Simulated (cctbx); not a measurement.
# Accept or mend?

Cell a = 7.2320 Å, b = 7.2320 Å, c = 3.7130 Å, α = 90.00°, β = 90.00°, γ = 120.00°; space group P-62m (no. 189).

Simulated single-crystal data (cctbx): Mo Kα, λ = 0.71073 Å, to d = 0.8 Å, 95 % of the full sphere, strongest reflection 20000 counts, noise from counting, a 2 % proportional error and a noise floor of 15 counts (s.d.); no absorption, and some extinction, which the refinements don't model.

An anisotropic refinement with weights 1/σ² prints:

```text
Rint 0.029, 153 unique reflections to 0.80 A
cycle     R1     wR2    GooF  max shift (A)
   1  0.0356  0.0795   5.226   0.00493
   2  0.0179  0.0407   2.677   0.00000
final R1 0.0179 wR2 0.0407 GooF 2.677  parameters 12  data/parameter 12.8
atom        x        y        z      Ueq    occ   su(xyz)  su(Uiso or U11)
Mo1    0.66667  0.33333  0.50000   0.0086  1.000  0.00000  0.0003
Fe1    0.00000  0.00000  0.00000   0.0101  1.000  0.00000  0.0006
V1     0.00000  0.61175  0.00000   0.0186  1.000  0.00031  0.0009
Sc1    0.00000  0.23328  0.50000   0.0133  1.000  0.00024  0.0011
difference map: max 0.60 min -0.80 rms 0.17
Q1    0.0000  0.6982  0.5000    3    0.60  1.96 A from V1
Q2    0.2793  0.7001  0.5000    6    0.48  0.55 A from Mo1
Q3    0.0000  0.5810  0.5000    3    0.45  1.87 A from V1
Q4    0.0000  0.5116  0.2599    6    0.32  1.21 A from V1
Q5    0.1679  0.4570  0.0000    6    0.31  1.89 A from V1
Q6    0.0000  0.0000  0.3590    2    0.31  1.33 A from Fe1
```

**Question.** Can this result stand? If not, what is the likely fault?

Mend it. The fault: wrong element: V1 is Sc. Against the right model at the same level, R1 goes from 0.0075 to 0.0179 and GooF from 1.00 to 2.68, U of V1 swells from 0.0136 to 0.0186 Å² and a hole of -0.8 e/Å³ opens. V1 has 2 electrons too many and its U swells to shed them, as expected (near an absorption edge f′ can widen the mismatch well beyond the difference in Z).

The compound is Sc6FeMo2. The right model at the same level gives:

```text
Rint 0.029, 153 unique reflections to 0.80 A
cycle     R1     wR2    GooF  max shift (A)
   1  0.0178  0.0415   2.728   0.00239
   2  0.0075  0.0152   0.997   0.00000
final R1 0.0075 wR2 0.0152 GooF 0.997  parameters 12  data/parameter 12.8
atom        x        y        z      Ueq    occ   su(xyz)  su(Uiso or U11)
Mo1    0.66667  0.33333  0.50000   0.0098  1.000  0.00000  0.0001
Fe1    0.00000  0.00000  0.00000   0.0113  1.000  0.00000  0.0002
Sc1    0.00000  0.61140  0.00000   0.0136  1.000  0.00011  0.0003
Sc2    0.00000  0.23346  0.50000   0.0147  1.000  0.00009  0.0004
Flack x: -0.04(7)
Hooft y: 0.002(63)  Bijvoet pairs: 60
difference map: max 0.38 min -0.30 rms 0.07
Q1    0.0000  0.5490  0.5000    3    0.38  1.91 A from Sc1
Q2    0.0750  0.5000  0.5000    6    0.22  1.64 A from Mo1
Q3    0.0000  0.1499  0.2168    6    0.22  1.21 A from Sc2
Q4    0.2094  0.7035  0.3468   12    0.16  1.20 A from Mo1
Q5    0.0000  0.9305  0.3402    6    0.16  1.36 A from Fe1
Q6    0.0815  0.8479  0.2970   12    0.15  1.33 A from Sc2
```

The model is made up (kin elements in a known structure type, no relaxation), so it says nothing on whether the phase exists.

[Middle refinement cycles are left out of these outputs.]

[Logs are printed without paths, hosts, clocks, repeated set-up lines and the standing remarks that a program may print on its own settings, such as how far it seeks lower states.]
